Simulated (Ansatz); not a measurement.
# Ca3SiS (model cell, started as antiperovskite): following an unstable mode, part 2 of 3

Wanted: the energy along a soft mode of Ca3SiS (model cell, started as antiperovskite) and the structure at the end.

Ansatz 0.2.0; DFT PBEsol, scalar-relativistic, plane waves, PAW; PAW set soft_1.

So far, highest frequency on the path or at a solved wavevector (cm⁻¹): step 2 (the dispersion) 410. Also lowest frequency on the path (cm⁻¹): step 2 -107.

The structure was built from a prototype and need not be the compound's stable phase.

**4. The mode frozen in, largest atomic shift 0.6 Å**

The atoms are moved along the unstable eigenvector, the largest shift by 0.6 Å, with the cell fixed.

input.yaml

```yaml
crystal:
  lattice:
    - [5.1680341995, 5.1680341995, 0.0]
    - [5.1680341995, 0.0, 5.1680341995]
    - [5.1680341995, 0.0, -5.1680341995]
  atoms:
    - { symbol: Si, position: [0.0, 0.0, 0.0] }
    - { symbol: Si, position: [0.0, 0.5, 0.5] }
    - { symbol: S, position: [0.5, 0.25, 0.75] }
    - { symbol: S, position: [0.5, 0.75, 0.25] }
    - { symbol: Ca, position: [0.4179061027, 0.5, 0.5] }
    - { symbol: Ca, position: [0.5820938973, 0.0, 0.0] }
    - { symbol: Ca, position: [0.0, 0.4179061027, 0.0] }
    - { symbol: Ca, position: [0.0, 0.0820938973, 0.5] }
    - { symbol: Ca, position: [0.4179061027, 0.5820938973, 0.0] }
    - { symbol: Ca, position: [0.5820938973, -0.0820938973, 0.5] }
kpoints:
  mp_grid: { grid: [8, 8, 8] }
hamiltonian:
  xc: pbesol
  pseudopotentials: { kind: paw, azcp: { folder: soft_1 }, xc_functional: pbe }
scf:
  occupations: { method: methfessel_paxton, width: 0.2 }
output:
  forces: true
  stress: true
  eigenvalues: true
```

Run with:

```
$ ansatz run input.yaml --threads 8 --pin off --max-ram 16384MiB --backend cpu --events-out ev --progress --plain --runs-dir out
```

Numbers of over 12 decimals in the logs are rounded to 6 here.

Output:

```text
[...]
Crystal: 10 atoms, lattice volume = 276.062 Å³
Basis set: ecut = 420 eV, 5329 PW (Γ), exchange–correlation on 100×100×100 points (8 copies of the dense FFT grid, shifted against one another)
Bands: 50, of which v1, the nominal top of the filled ones, is band 40 counted from 1 (39 counted from 0)
Symmetry: 12 space group operations
[...]
k-points: 65 of 512
[...]
k-point 0: bands = [... 36 lower, 5.2863, 6.3671, 6.4113, 6.4113, 7.0720, 7.0720, 7.4192, 7.5487, ... 6 higher]
  k-point 1: bands = [... 36 lower, 5.3105, 5.9903, 6.2420, 6.2420, 7.2870, 7.2870, 7.5462, 7.5462, ... 6 higher]
  k-point 2: bands = [... 36 lower, 5.3355, 5.5071, 5.9666, 5.9666, 7.5738, 7.5738, 7.7066, 7.7066, ... 6 higher]
  k-point 64: bands = [... 36 lower, 5.2800, 5.7403, 5.7934, 6.0547, 7.4228, 7.6016, 7.7090, 8.1076, ... 6 higher]
[key lines of the parts left out:]
SCF converged after 8 iterations
Free energy (F): -13784.996699 eV
Fermi energy:    6.748048 eV
P = ⅓ Tr σ = -0.7007 GPa (-7.007 kbar)
```

It took 5.9 s on 8 threads of Arm Neoverse V2, shared host; peak memory 1.2 GiB.

This step gave:

```
pressure                         : -0.7007 GPa
gap on the k-mesh                : 0.6607 eV
energy from the undistorted cell : -121.6 meV/atom
```

The energy, extrapolated to zero smearing, is -121.62 meV/atom against the undistorted cell.

The run ends at a pressure of -0.70 GPa, with forces up to 0.37 eV/Å.

**5. Energy along the mode, all amplitudes (two of the runs are shown above)**

An imaginary frequency means negative curvature, so the energy should fall and then rise again as anharmonic terms take over.

This step gave:

| Property | Result |
| --- | --- |
| depth at the lowest point sampled | 121.6 meV/atom |
| largest atomic shift at that point | 0.6 Å |

Table of energy from the parent by largest atomic shift:

```csv
largest atomic shift (Å),energy from the parent (meV/atom)
0.000,0
0.040,-0.779
0.080,-3.10
0.140,-9.41
0.220,-22.7
0.320,-45.7
0.450,-81.9
0.600,-122
```

Displacement at unit largest shift by atom:

```csv
atom,x (Å),y (Å),z (Å),size
Si1,0.000,0.000,0.000,0.000
Si2,0.000,0.000,0.000,0.000
S3,0.000,0.000,0.000,0.000
S4,0.000,0.000,0.000,0.000
Ca5,-0.707,-0.707,0.000,1.000
Ca6,0.707,0.707,0.000,1.000
Ca7,-0.707,0.000,-0.707,1.000
Ca8,0.707,0.000,0.707,1.000
Ca9,0.000,-0.707,0.707,1.000
Ca10,0.000,0.707,-0.707,1.000
```

The lowest of the steps tried is the last one, at 0.6 Å, 122 meV/atom below the parent; the bottom of the well need not coincide with a step.

**6. Relaxing from the distorted cell**

Starting from the lowest point found, all atoms and the cell are let go, so that strain and other modes of the same symmetry can join in.

input.yaml: that of step 4 with these lines changed.

```diff
@@ -27 +27,6 @@
   eigenvalues: true
+relax:
+  adjacent_minimum: "off"
+  f_tol: 0.002
+  max_steps: 120
+  cell: { stress_tol: 0.03 }
```

Output:

```text
[...]
Crystal: 10 atoms, lattice volume = 276.062 Å³
Basis set: ecut = 420 eV, 5329 PW (Γ), exchange–correlation on 100×100×100 points (8 copies of the dense FFT grid, shifted against one another)
Bands: 50, of which v1, the nominal top of the filled ones, is band 40 counted from 1 (39 counted from 0)
Symmetry: 12 space group operations
[...]
k-points: 65 of 512
[...]
SCF iter   1: F=—  HF=-13786.079051 eV  |F-HF|=—  |Δ(HF+E_count)|=         —  Δρ=2.77e-2  dr2=3.88e0  ethr=3.10e-3  ⟨swp⟩=10.9  Hψ=16099  notcnv=0
[...]
SCF iter   8: F=-13784.996699 eV  HF=-13784.996699 eV  |F-HF|=2.11e-9  |Δ(HF+E_count)|=   5.16e-8  S|Δr|=    0.00e0  Δρ=1.97e-6  dr2=9.27e-9  ethr=1.25e-10  ⟨swp⟩=14.8  Hψ=16843  notcnv=0
SCF 1 converged in 8 iterations: F = -13784.996699 eV  dr2 = 9.27e-9
[...]
relax step   1: F+E_penalty+E_count = -13784.99669937 eV  Δ(F+E_penalty+E_count) = +0.000e0 eV  max|allowed force component| = 2.641e-1 eV/Å  Δτ_max = 0.0000 Å  P = -0.701 GPa  Ω = 276.062 Å³  (8 SCF iters, dr2 threshold 1.00e-7 eV, accepted)
Crystal: 10 atoms, lattice volume = 270.059 Å³
Basis set: ecut = 420 eV, 5269 PW (Γ), exchange–correlation on 100×100×100 points (8 copies of the dense FFT grid, shifted against one another)
[...]
SCF iter   6: F=-13785.291937 eV  HF=-13785.291937 eV  |F-HF|=1.46e-7  |Δ(HF+E_count)|=   4.05e-6  S|Δr|=    0.00e0  Δρ=1.12e-5  dr2=3.34e-7  ethr=1.25e-9  ⟨swp⟩=12.4  Hψ=16609  notcnv=0
SCF 2 converged in 6 iterations: F = -13785.291937 eV  dr2 = 3.34e-7
relax step   2: F+E_penalty+E_count = -13785.29193714 eV  Δ(F+E_penalty+E_count) = -2.952e-1 eV  max|allowed force component| = 5.970e-2 eV/Å  Δτ_max = 0.1659 Å  P = -0.041 GPa  Ω = 270.059 Å³  energy of the carried Pulay correction = +1.039e-4 eV  (6 SCF iters, dr2 threshold 1.00e-6 eV, accepted)
Crystal: 10 atoms, lattice volume = 270.532 Å³
Basis set: ecut = 420 eV, 5275 PW (Γ), exchange–correlation on 100×100×100 points (8 copies of the dense FFT grid, shifted against one another)
[...]
SCF iter   6: F=-13785.296004 eV  HF=-13785.296004 eV  |F-HF|=6.69e-9  |Δ(HF+E_count)|=   8.54e-8  S|Δr|=    0.00e0  Δρ=3.13e-6  dr2=2.65e-8  ethr=2.78e-10  ⟨swp⟩=8.6  Hψ=14741  notcnv=0
SCF 3 converged in 6 iterations: F = -13785.296004 eV  dr2 = 2.65e-8
relax step   3: F+E_penalty+E_count = -13785.29600442 eV  Δ(F+E_penalty+E_count) = -4.067e-3 eV  max|allowed force component| = 4.000e-2 eV/Å  Δτ_max = 0.0418 Å  P = -0.007 GPa  Ω = 270.532 Å³  energy of the carried Pulay correction = +9.560e-5 eV  (6 SCF iters, dr2 threshold 2.23e-7 eV, accepted)
[...]
relax step   4: F+E_penalty+E_count = -13785.29886762 eV  Δ(F+E_penalty+E_count) = -2.863e-3 eV  max|allowed force component| = 5.813e-4 eV/Å  Δτ_max = 0.0159 Å  P = +0.008 GPa  Ω = 270.146 Å³  energy of the carried Pulay correction = +1.023e-4 eV  (6 SCF iters, dr2 threshold 1.00e-7 eV, accepted)
Basis set: ecut = 420 eV, 5269 PW (Γ), exchange–correlation on 100×100×96 points (8 copies of the dense FFT grid, shifted against one another)
[...]
SCF iter   5: F=-13785.298791 eV  HF=-13785.298791 eV  |F-HF|=1.82e-12  |Δ(HF+E_count)|=  7.28e-12  S|Δr|=    0.00e0  Δρ=4.75e-8  dr2=1.05e-11  ethr=1.00e-12  ⟨swp⟩=5.6  Hψ=10810  notcnv=0
SCF 5 converged in 5 iterations: F = -13785.298791 eV  dr2 = 1.05e-11
relax step   5: F+E_penalty+E_count = -13785.29879101 eV  Δ(F+E_penalty+E_count) = +7.661e-5 eV  max|allowed force component| = 5.563e-4 eV/Å  Δτ_max = 0.0000 Å  P = +0.009 GPa  Ω = 270.146 Å³  stress off target by 1.39e-2 GPa  SCF on the basis re-selected at this cell (its energy is not comparable with the rows above)  (5 SCF iters)
basis re-selected at this cell: Δ(F+E_penalty+E_count) = +7.661e-5 eV, ΔP = +0.000 GPa vs the last step (what re-selecting the basis moved, of the pressure what is left beyond the Pulay correction that the steps carried, after the strain that the cell walked since its last selection, with what the two solves' SCF thresholds leave and, on support functions, any second-order correction that the steps lacked; it is no measure of the basis error at this ecutwfc). The dense FFT grid was sized anew with the basis: this SCF ran on 50×50×48 points, the steps before it on 50×50×50, so part of this shift can come from that change (see relax.cell in the input reference). [rest of the remark cut]
SCF converged after 5 iterations
[...]
Free energy (F): -13785.298791 eV
[...]
Internal energy: -13785.298892 eV  (E = F + TS)
E sigma→0 (E₀):  -13785.298816 eV
Entropy (-TS):   0.000101 eV (0.010 meV/atom)
Fermi energy:    6.831901 eV
[...]
--- Forces (eV/Å), atoms counted from 1 ---
  atom   1  Si     0.00000000    -0.00000000     0.00000000
  atom   2  Si    -0.00000000     0.00000000    -0.00000000
  atom   3  S      0.00000000     0.00000000     0.00000000
  atom   4  S      0.00000000     0.00000000     0.00000000
  atom   5  Ca     0.00055627     0.00055627    -0.00000000
  atom   6  Ca    -0.00055627    -0.00055627     0.00000000
  atom   7  Ca     0.00055627     0.00000000     0.00055627
  atom   8  Ca    -0.00055627    -0.00000000    -0.00055627
  atom   9  Ca     0.00000000     0.00055627    -0.00055627
  atom  10  Ca    -0.00000000    -0.00055627     0.00055627
  max |Σ_I F_I| component: 5.85e-18 eV/Å
--- Stress (GPa, compression-positive) ---
        0.008533       0.005371       0.005371
        0.005371       0.008533      -0.005371
        0.005371      -0.005371       0.008533
  P = ⅓ Tr σ = 0.0085 GPa (0.085 kbar)
--- Band table (eV; the first three rows and the last of 65) ---
  k-point 0: bands = [... 36 lower, 5.5155, 6.3250, 6.3250, 6.3642, 7.3344, 7.3344, 7.7358, 8.0578, ... 6 higher]
  k-point 1: bands = [... 36 lower, 5.5777, 6.0396, 6.2138, 6.2138, 7.4868, 7.4868, 7.9135, 7.9135, ... 6 higher]
  k-point 2: bands = [... 36 lower, 5.5741, 5.6698, 5.9933, 5.9933, 7.8123, 7.8123, 7.8509, 7.8509, ... 6 higher]
  k-point 64: bands = [... 36 lower, 5.5674, 5.8516, 5.9255, 6.1976, 7.4261, 7.5687, 8.0729, 8.3190, ... 6 higher]
--- Relaxed structure (4 steps of the walk, 4 accepted, 1 SCFs on fresh bases) ---
  F+E_penalty+E_count = -13785.29879101 eV   max|allowed force component| = 5.563e-4 eV/Å   (the final SCF, on the basis selected at the relaxed cell)
  cell:  # Å, volume = 270.1461 Å³
    - [5.231353, 5.231353, -1.3877787807814457e-17]
    - [5.231353, -1.3877787807814457e-17, 5.231353]
    - [5.034190, 0.197163, -5.034190]
  atoms:
    - { symbol: Si, position: [-3.0209767739736965e-19, 0, 3.0209767739736956e-19] }
    - { symbol: Si, position: [-3.3068166260807885e-18, 0.500000, 0.5] }
    - { symbol: S, position: [0.500000, 0.250000, 0.750000] }
    - { symbol: S, position: [0.500000, 0.750000, 0.250000] }
    - { symbol: Ca, position: [0.391668, 0.5, 0.5] }
    - { symbol: Ca, position: [0.608332, -1.6965827112860055e-18, 1.834892001619535e-18] }
    - { symbol: Ca, position: [-1.734723475976807e-18, 0.391668, 0.0] }
    - { symbol: Ca, position: [-5.204170427930421e-18, 0.108332, 0.500000] }
    - { symbol: Ca, position: [0.391668, 0.608332, 5.551115123125783e-17] }
    - { symbol: Ca, position: [0.608332, -0.108332, 0.500000] }
```

It took 30 s on 8 threads; peak memory 1.3 GiB.

Step by step:

```csv
step,energy less that of the first step (eV),largest force component (eV/Å),pressure (GPa),volume (Å³)
1,0.0000,0.2641,-0.70,276.06
2,-0.2952,0.0597,-0.04,270.06
3,-0.2993,0.0400,-0.01,270.53
4,-0.3022,0.0006,0.01,270.15
5*,-0.3021,0.0006,0.01,270.15
```

Relaxation steps marked * repeat the geometry before them on a plane-wave basis chosen anew for their cell, so energy and pressure can jump there.

Forces are held to the 12 operations that the run works with; a distortion that breaks them can't arise in this run.

```csv
"conventional cell, symmetrised",before,after,change
a (Å),7.309,7.398,+1.2 %
b (Å),7.309,7.398,+1.2 %
c (Å),17.903,17.097,-4.5 %
volume (Å³/atom),27.61,27.01,-2.1 %
```

The atoms that moved most (Å, as changes of fractional coordinates times the final cell):

```csv
atom,dx,dy,dz,length
Ca10,0.000,0.137,-0.137,0.194
Ca6,0.137,0.137,0.000,0.194
Ca8,0.137,0.000,0.137,0.194
Ca9,0.000,-0.137,0.137,0.194
Ca5,-0.137,-0.137,0.000,0.194
Ca7,-0.137,0.000,-0.137,0.194
```

Numbers from this step:

| Property | Result |
| --- | --- |
| pressure | 0.008533 GPa |
| volume per atom | 27.01 Å³ |
| gap on the k-mesh | 0.9703 eV |

The distorted start has space group R-3c; the relaxation ends in R-3c.

**7. The new phase in its own primitive cell**

The relaxed structure is symmetrised, reduced to its primitive cell and relaxed tightly, as its phonons need.

input.yaml

```yaml
crystal:
  lattice:
    - [3.6991249804, 2.1356908032, 5.6991499089]
    - [-3.6991249804, 2.1356908032, 5.6991499089]
    - [0.0, -4.2713816064, 5.6991499089]
  atoms:
    - { symbol: Si, position: [0.75, 0.75, 0.75] }
    - { symbol: Si, position: [0.25, 0.25, 0.25] }
    - { symbol: S, position: [0.5, 0.5, 0.5] }
    - { symbol: S, position: [0.0, 0.0, 0.0] }
    - { symbol: Ca, position: [0.6416684979, 0.25, 0.8583315021] }
    - { symbol: Ca, position: [0.3583315021, 0.75, 0.1416684979] }
    - { symbol: Ca, position: [0.1416684979, 0.3583315021, 0.75] }
    - { symbol: Ca, position: [0.8583315021, 0.6416684979, 0.25] }
    - { symbol: Ca, position: [0.75, 0.1416684979, 0.3583315021] }
    - { symbol: Ca, position: [0.25, 0.8583315021, 0.6416684979] }
kpoints:
  mp_grid: { grid: [6, 6, 6] }
hamiltonian:
  xc: pbesol
  pseudopotentials: { kind: paw, azcp: { folder: soft_1 }, xc_functional: pbe }
scf:
  occupations: { method: fixed }
output:
  forces: true
  stress: true
  eigenvalues: true
relax:
  adjacent_minimum: "off"
  f_tol: 0.001
  max_steps: 60
  cell: { stress_tol: 0.01 }
```

Output:

```text
[...]
Crystal: 10 atoms, lattice volume = 270.146 Å³
Basis set: ecut = 420 eV, 5269 PW (Γ), exchange–correlation on 96×96×96 points (8 copies of the dense FFT grid, shifted against one another)
Bands: 50, of which v1, the nominal top of the filled ones, is band 40 counted from 1 (39 counted from 0)
Symmetry: 12 space group operations
[...]
k-points: 32 of 216
[...]
- { symbol: Si, position: [0.25, 0.25, 0.25] }
    - { symbol: S, position: [0.5, 0.5, 0.5] }
    - { symbol: S, position: [0, 0, 0] }
    - { symbol: Ca, position: [0.641675, 0.250000, 0.858325] }
    - { symbol: Ca, position: [0.358325, 0.75, 0.141675] }
    - { symbol: Ca, position: [0.141675, 0.358325, 0.75] }
    - { symbol: Ca, position: [0.858325, 0.641675, 0.25] }
    - { symbol: Ca, position: [0.75, 0.141675, 0.358325] }
    - { symbol: Ca, position: [0.250000, 0.858325, 0.641675] }
[key lines of the parts left out:]
SCF converged after 9 iterations
Free energy (F): -13785.298749 eV
Fermi energy:    6.363441 eV
P = ⅓ Tr σ = -0.0020 GPa (-0.020 kbar)
```

Run time: 9.6 s. Hardware: 8 threads; peak memory 1.1 GiB.

Little changed from the start: no atom moved by 0.005 Å and no cell edge by 0.1 %.

Numbers from this step:

| Quantity | Value |
| --- | --- |
| pressure | -0.001975 GPa |
| gap on the k-mesh | 0.9695 eV |
| volume per atom | 27.02 Å³ |
| direct gap on mesh | 0.9695 eV |

The largest force component left is 0.068 meV/Å and the pressure is -0.002 GPa, within the tolerances set. The cell now holds 27.02 Å³/atom.

(Continued in part 3 of 3.)

[Logs are printed without paths, hosts, clocks, repeated set-up lines and the standing remarks that a program may print on its own settings, such as how far it seeks lower states.]

[Hosts, paths, dates, database ids (printed as entryN), source tags and the programs' standing remarks are cut or masked in the printed files.]
